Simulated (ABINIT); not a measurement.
# A GW chain in ABINIT: SnO2 (Imma)

Wanted: ground state, empty states, screening and self-energy for SnO2 (Imma).

Main program and level: ABINIT 10.8.3; LDA and many-body steps on it, plane waves.

Report form: the programs' logs are mostly left out.

### Step 1. The starting structure

It takes space group Imma (No. 74, orthorhombic). Conventional cell: a = 6.498 Å, b = 6.829 Å, c = 6.828 Å, α = 90.00°, β = 90.00°, γ = 90.00°. Nearest to Sn lie 6 O at 2.09 to 2.10 Å. Sn has 6 O at 2.09 Å nearest. Nearest to O lie 3 Sn at 2.09 to 2.10 Å. Nearest to O lie 3 Sn at 2.09 Å. Farther neighbours and most contacts between anions are not listed.

The cell and positions are those that the Materials Project relaxed with its own functionals (PBE, PBE+U or r2SCAN), kept fixed. This is not the form that SnO2 usually takes at ambient conditions.

### Step 2. Ground state

This step: ABINIT 10.8.3; DFT, LDA, plane waves, norm-conserving pseudopotentials.

The ground-state density comes first.

File run.abi:

```
acell 3*1.0 Angstrom
rprim 
  -3.248897000000 3.414470000000 3.414021000000
  3.248897000000 -3.414470000000 3.414021000000
  3.248897000000 3.414470000000 -3.414021000000
ntypat 2
znucl 50 8
natom 12
typat 1 1 1 1 2 2 2 2 2 2 2 2
xred 
  0.996401000000 0.246401000000 0.750000000000
  0.003599000000 0.753599000000 0.250000000000
  0.500000000000 0.500000000000 0.500000000000
  0.500000000000 0.000000000000 0.000000000000
  0.193504000000 0.196226000000 0.502722000000
  0.697565000000 0.754060000000 0.943505000000
  0.193504000000 0.690782000000 0.997278000000
  0.310555000000 0.754060000000 0.556495000000
  0.689445000000 0.245940000000 0.443505000000
  0.302435000000 0.245940000000 0.056495000000
  0.806496000000 0.309218000000 0.002722000000
  0.806496000000 0.803774000000 0.497278000000
pp_dirpath "pseudos"
pseudos "Sn.upf, O.upf"
ecut 42
ngkpt 4 4 4
nshiftk 1
shiftk 0 0 0
kptopt 1
chksymbreak 0
nband 78
occopt 1
tolvrs 1e-08
nstep 60
prtwf 0
optforces 0
optstress 0
indata_prefix "in"
outdata_prefix "out"
tmpdata_prefix "tmp"
```

Launch:

```console
> OMP_NUM_THREADS=1 mpirun -n 8 abinit run.abi > log
```

Run time: 2.4 min. Hardware: 8 MPI ranks of AMD EPYC 9B45 (Zen 5), shared host; peak memory 1.5 GiB; 19 min of CPU time.

This step gave:

* total energy: -27708.6800 eV
* gap: 0.4765 eV
* k of the valence top: 0, 0, 0
* k of the conduction bottom: 0, 0, 0
* least direct gap: 0.4765 eV

The gap is direct, at Γ.

### Step 3. Bands along the symmetry lines

Levels along a band path, at the cheap level, show where the edges lie and whether the meshes to come will hold them.

run.abi, as its differences from that of step 2:

```diff
@@ -25,14 +25,51 @@
 ecut 42
-ngkpt 4 4 4
-nshiftk 1
-shiftk 0 0 0
-kptopt 1
-chksymbreak 0
-nband 78
-occopt 1
-tolvrs 1e-08
-nstep 60
+iscf -2
+irdden 1
+kptopt 0
+nkpt 37
+kpt 
+  0.00000000 0.00000000 0.00000000
+  0.16666667 -0.16666667 0.16666667
+  0.33333333 -0.33333333 0.33333333
+  0.50000000 -0.50000000 0.50000000
+  0.49211402 -0.49211402 0.50788598
+  0.48422805 -0.48422805 0.51577195
+  0.47634207 -0.47634207 0.52365793
+  -0.47634207 0.47634207 0.47634207
+  -0.31756138 0.31756138 0.31756138
+  -0.15878069 0.15878069 0.15878069
+  0.00000000 0.00000000 0.00000000
+  0.16664475 0.16664475 -0.16664475
+  0.33328950 0.33328950 -0.33328950
+  0.49993425 0.49993425 -0.49993425
+  0.50006575 -0.49993425 0.49993425
+  0.50004383 -0.49995617 0.49995617
+  0.50002192 -0.49997808 0.49997808
+  0.50000000 -0.50000000 0.50000000
+  0.00000000 0.00000000 0.00000000
+  0.00000000 0.16666667 0.00000000
+  0.00000000 0.33333333 0.00000000
+  0.00000000 0.50000000 0.00000000
+  0.08333333 0.41666667 0.08333333
+  0.16666667 0.33333333 0.16666667
+  0.25000000 0.25000000 0.25000000
+  0.33333333 0.16666667 0.16666667
+  0.41666667 0.08333333 0.08333333
+  0.50000000 0.00000000 0.00000000
+  0.33333333 0.00000000 0.00000000
+  0.16666667 0.00000000 0.00000000
+  0.00000000 0.00000000 0.00000000
+  0.00000000 0.00000000 0.16666667
+  0.00000000 0.00000000 0.33333333
+  0.00000000 0.00000000 0.50000000
+  0.08333333 0.08333333 0.41666667
+  0.16666667 0.16666667 0.33333333
+  0.25000000 0.25000000 0.25000000
+istwfk *1
+nband 83
+nbdbuf 10
+tolwfr 1e-07
+nstep 50
 prtwf 0
-optforces 0
-optstress 0
+prtvol 0
 indata_prefix "in"
```

It took 94 s on 8 MPI ranks; peak memory 1.5 GiB; 13 min of CPU time.

Numbers from this step:

```
gap                        : 0.4765 eV
k of the valence top       : 0, 0, 0
k of the conduction bottom : 0, 0, 0
least direct gap           : 0.4765 eV
```

The gap is 0.476 eV, as in the run before at this level.

Electronic bands along the path, in eV, zero at the top of the highest filled band:

| point | band 65 | band 66 | band 67 | band 68 | band 69 | band 70 | band 71 | band 72 |
| --- | --- | --- | --- | --- | --- | --- | --- | --- |
| Γ | -0.77 | -0.74 | -0.73 | 0.00 | 0.48 | 4.09 | 4.09 | 5.37 |
| X | -1.19 | -1.19 | -0.85 | -0.85 | 4.03 | 4.03 | 5.31 | 5.32 |
| F0 | -1.18 | -1.18 | -0.85 | -0.85 | 4.03 | 4.03 | 5.16 | 5.45 |
| jump to Σ0 | -1.18 | -1.18 | -0.85 | -0.85 | 4.03 | 4.03 | 5.16 | 5.45 |
| Γ | -0.77 | -0.74 | -0.73 | 0.00 | 0.48 | 4.09 | 4.09 | 5.37 |
| Λ0 | -1.19 | -1.19 | -0.85 | -0.85 | 4.03 | 4.03 | 5.31 | 5.32 |
| jump to G0 | -1.19 | -1.19 | -0.85 | -0.85 | 4.03 | 4.03 | 5.31 | 5.32 |
| X | -1.19 | -1.19 | -0.85 | -0.85 | 4.03 | 4.03 | 5.31 | 5.32 |
| jump to Γ | -0.77 | -0.74 | -0.73 | 0.00 | 0.48 | 4.09 | 4.09 | 5.37 |
| R | -0.82 | -0.81 | -0.51 | -0.47 | 3.78 | 3.78 | 5.32 | 5.34 |
| W | -0.79 | -0.79 | -0.77 | -0.77 | 4.72 | 4.72 | 4.73 | 4.73 |
| S | -0.79 | -0.79 | -0.61 | -0.61 | 3.67 | 3.67 | 5.56 | 5.56 |
| Γ | -0.77 | -0.74 | -0.73 | 0.00 | 0.48 | 4.09 | 4.09 | 5.37 |
| T | -0.81 | -0.81 | -0.49 | -0.49 | 3.78 | 3.78 | 5.33 | 5.33 |
| W | -0.79 | -0.79 | -0.77 | -0.77 | 4.72 | 4.72 | 4.73 | 4.73 |

### Step 4. Empty states on the mesh, 2×2×2 mesh, 462 bands

The sums over transitions need many empty states on a uniform mesh; this step solves for them.

File run.abi:

```
acell 3*1.0 Angstrom
rprim 
  -3.248897000000 3.414470000000 3.414021000000
  3.248897000000 -3.414470000000 3.414021000000
  3.248897000000 3.414470000000 -3.414021000000
ntypat 2
znucl 50 8
natom 12
typat 1 1 1 1 2 2 2 2 2 2 2 2
xred 
  0.996401000000 0.246401000000 0.750000000000
  0.003599000000 0.753599000000 0.250000000000
  0.500000000000 0.500000000000 0.500000000000
  0.500000000000 0.000000000000 0.000000000000
  0.193504000000 0.196226000000 0.502722000000
  0.697565000000 0.754060000000 0.943505000000
  0.193504000000 0.690782000000 0.997278000000
  0.310555000000 0.754060000000 0.556495000000
  0.689445000000 0.245940000000 0.443505000000
  0.302435000000 0.245940000000 0.056495000000
  0.806496000000 0.309218000000 0.002722000000
  0.806496000000 0.803774000000 0.497278000000
pp_dirpath "pseudos"
pseudos "Sn.upf, O.upf"
ecut 42
ngkpt 2 2 2
nshiftk 1
shiftk 0 0 0
kptopt 1
chksymbreak 0
iscf -2
irdden 1
istwfk *1
nband 462
nbdbuf 42
tolwfr 1e-09
nstep 60
prtvol 0
indata_prefix "in"
outdata_prefix "out"
tmpdata_prefix "tmp"
```

Launch:

```console
> OMP_NUM_THREADS=1 mpirun -n 5 abinit run.abi > log
```

Run time: 5.9 min. Hardware: 5 MPI ranks; peak memory 1.1 GiB.

This step gave:

| Property | Result |
| --- | --- |
| gap | 0.4765 eV |
| k of the valence top | 0, 0, 0 |
| k of the conduction bottom | 0, 0, 0 |
| least direct gap | 0.4765 eV |
| k points computed | 5 |
| lowest point of the top converged band, above the valence top | 92.5138 eV |

On this mesh the gap is 0.476 eV.

### Step 5. Screening, 2×2×2 mesh, 420 bands, screening to 149.7 eV

The RPA dielectric matrix is built and inverted for each q.

This step: RPA screening on LDA, plane waves, norm-conserving pseudopotentials.

run.abi, as its differences from that of step 4:

```diff
@@ -30,10 +30,11 @@
 chksymbreak 0
-iscf -2
-irdden 1
 istwfk *1
-nband 462
-nbdbuf 42
-tolwfr 1e-09
-nstep 60
-prtvol 0
+occopt 1
+irdwfk 1
+optdriver 3
+nband 420
+ecuteps 5.5
+inclvkb 2
+awtr 1
+symchi 1
 indata_prefix "in"
@@ -41 +42,2 @@
 tmpdata_prefix "tmp"
+fftgw 31
```

Launch:

```console
> OMP_NUM_THREADS=1 mpirun -n 8 abinit run.abi > log
```

The job ended after 5.1 min (8 MPI ranks; peak memory 14 GiB).

This step gave:

```yaml
eps_infinity_with_local_fields_on_this_mesh_along_the_program_s_q_direction: 8.717
the_same_without_local_fields: 9.143
plasma_frequency: 35.18 eV
plane_waves_in_the_screening_matrix: 635
```

Local fields lower ε∞ by 5 %. On a Γ-centred mesh this coarse the value itself is usually too large, while a short band sum pulls it down.

### Step 6. Self-energy, 2×2×2 mesh, 420 bands, screening to 149.7 eV

The self-energy is evaluated for the states that the input lists, and the levels follow from it, in one-shot runs by the linearised quasiparticle equation.

This step: G0W0 on LDA, plane waves, norm-conserving pseudopotentials.

run.abi, as its differences from that of step 5:

```diff
@@ -33,8 +33,23 @@
 irdwfk 1
-optdriver 3
+optdriver 4
 nband 420
+gwcalctyp 0
+ecutsigx 42
+symsigma 1
+nkptgw 5
+kptgw 
+  0.0000000000 0.0000000000 0.0000000000
+  0.5000000000 0.0000000000 0.0000000000
+  0.0000000000 0.5000000000 0.0000000000
+  0.5000000000 0.5000000000 0.0000000000
+  0.5000000000 0.5000000000 0.5000000000
+bdgw 
+  67 70
+  67 70
+  67 70
+  67 70
+  67 70
 ecuteps 5.5
-inclvkb 2
-awtr 1
-symchi 1
+irdscr 1
+ppmodel 1
 indata_prefix "in"
```

Elapsed: 79 s, on 8 MPI ranks; peak memory 7.9 GiB.

Numbers from this step:

```
G0W0 gap on the mesh                         : 1.944 eV
starting gap on the mesh                     : 0.4765 eV
k of the valence top                         : 0, 0, 0
k of the conduction bottom                   : 0, 0, 0
Z at the valence top                         : 0.78
Z at the conduction bottom                   : 0.832
least direct G0W0 gap on the computed points : 1.944 eV
```

The gap on the mesh goes from 0.48 eV to 1.94 eV, a correction of +1.47 eV.

Limits: finite bands, cutoff and mesh; no spin-orbit coupling; coarse k mesh. v1 is the top filled band, c1 the lowest empty one. Levels before and after the correction, in eV, zero at the valence-band top of each column:

```csv
,conduction bottom,valence top
Kohn-Sham,0.48,0.00
G0W0,1.94,0.00
```

```
           level  energy (eV)
Kohn-Sham   Γ v2       -0.732
Kohn-Sham   Γ v1        0.000
Kohn-Sham   Γ c1        0.476
Kohn-Sham   Γ c2        4.090
     G0W0   Γ v2       -0.721
     G0W0   Γ v1        0.000
     G0W0   Γ c1        1.944
     G0W0   Γ c2        5.926
```

### Step 7. Where the time went

Times are wall times on the hardware named with each run, good to a factor of about two.

| step | time | share | memory (GiB) |
| --- | --- | --- | --- |
| ground state | 2.4 min | 15 % | 1.5 |
| bands along the symmetry lines | 94 s | 10 % | 1.5 |
| empty states on the mesh | 5.9 min | 36 % | 1.1 |
| screening | 5.1 min | 31 % | 14 |
| self-energy | 79 s | 8 % | 7.9 |

### Step 8. Results

| Quantity | Value |
| --- | --- |
| LDA gap | 0.48 eV, direct |
| G0W0 gap on the mesh | 1.94 eV |
| GW settings | 2×2×2 mesh, 420 bands, screening to 149.7 eV, Godby-Needs plasmon pole |
| known limits | not at the basis limit; no spin-orbit coupling; coarse k mesh |

In words: G0W0 moves the gap on the mesh from 0.48 eV to 1.94 eV (+1.47 eV), with Z of 0.78 and 0.83 at the edges. Local fields lower the RPA ε∞ on this mesh from 9.14 to 8.72; a Γ-centred mesh this coarse tends to raise both, most where the direct gap is narrow, while a short band sum lowers them. Bands and cutoff are finite, so the gap is not at the basis limit. The miss can reach some tenths of an eV and take either sign; the mesh is an error of its own. The 2×2×2 mesh is coarse for this cell, which bears on the long-range parts of exchange and screening. The many-body steps are scalar-relativistic: spin-orbit coupling is not in them.

[Paths, hosts, dates, memory and timing lines, banners, echoed tables and standing remarks are left out of the program output.]

[Logs are printed without paths, hosts, clocks, repeated set-up lines and the standing remarks that a program may print on its own settings, such as how far it seeks lower states.]

[Runs of the session that timed out or met a known fault of the program may be left out.]

[Hosts, paths, dates, database ids (printed as entryN), source tags and the programs' standing remarks are cut or masked in the printed files.]

[G0W0 gaps are taken among the corrected bands and points alone; a level outside them can change the order at an edge.]

[Where Ansatz stands beside ABINIT at settings called matched, ABINIT's density can come from a denser mesh and the files from another edition; pairs whose starting gaps differed by over 0.03 eV were left out, so agreement reads better than it is.]
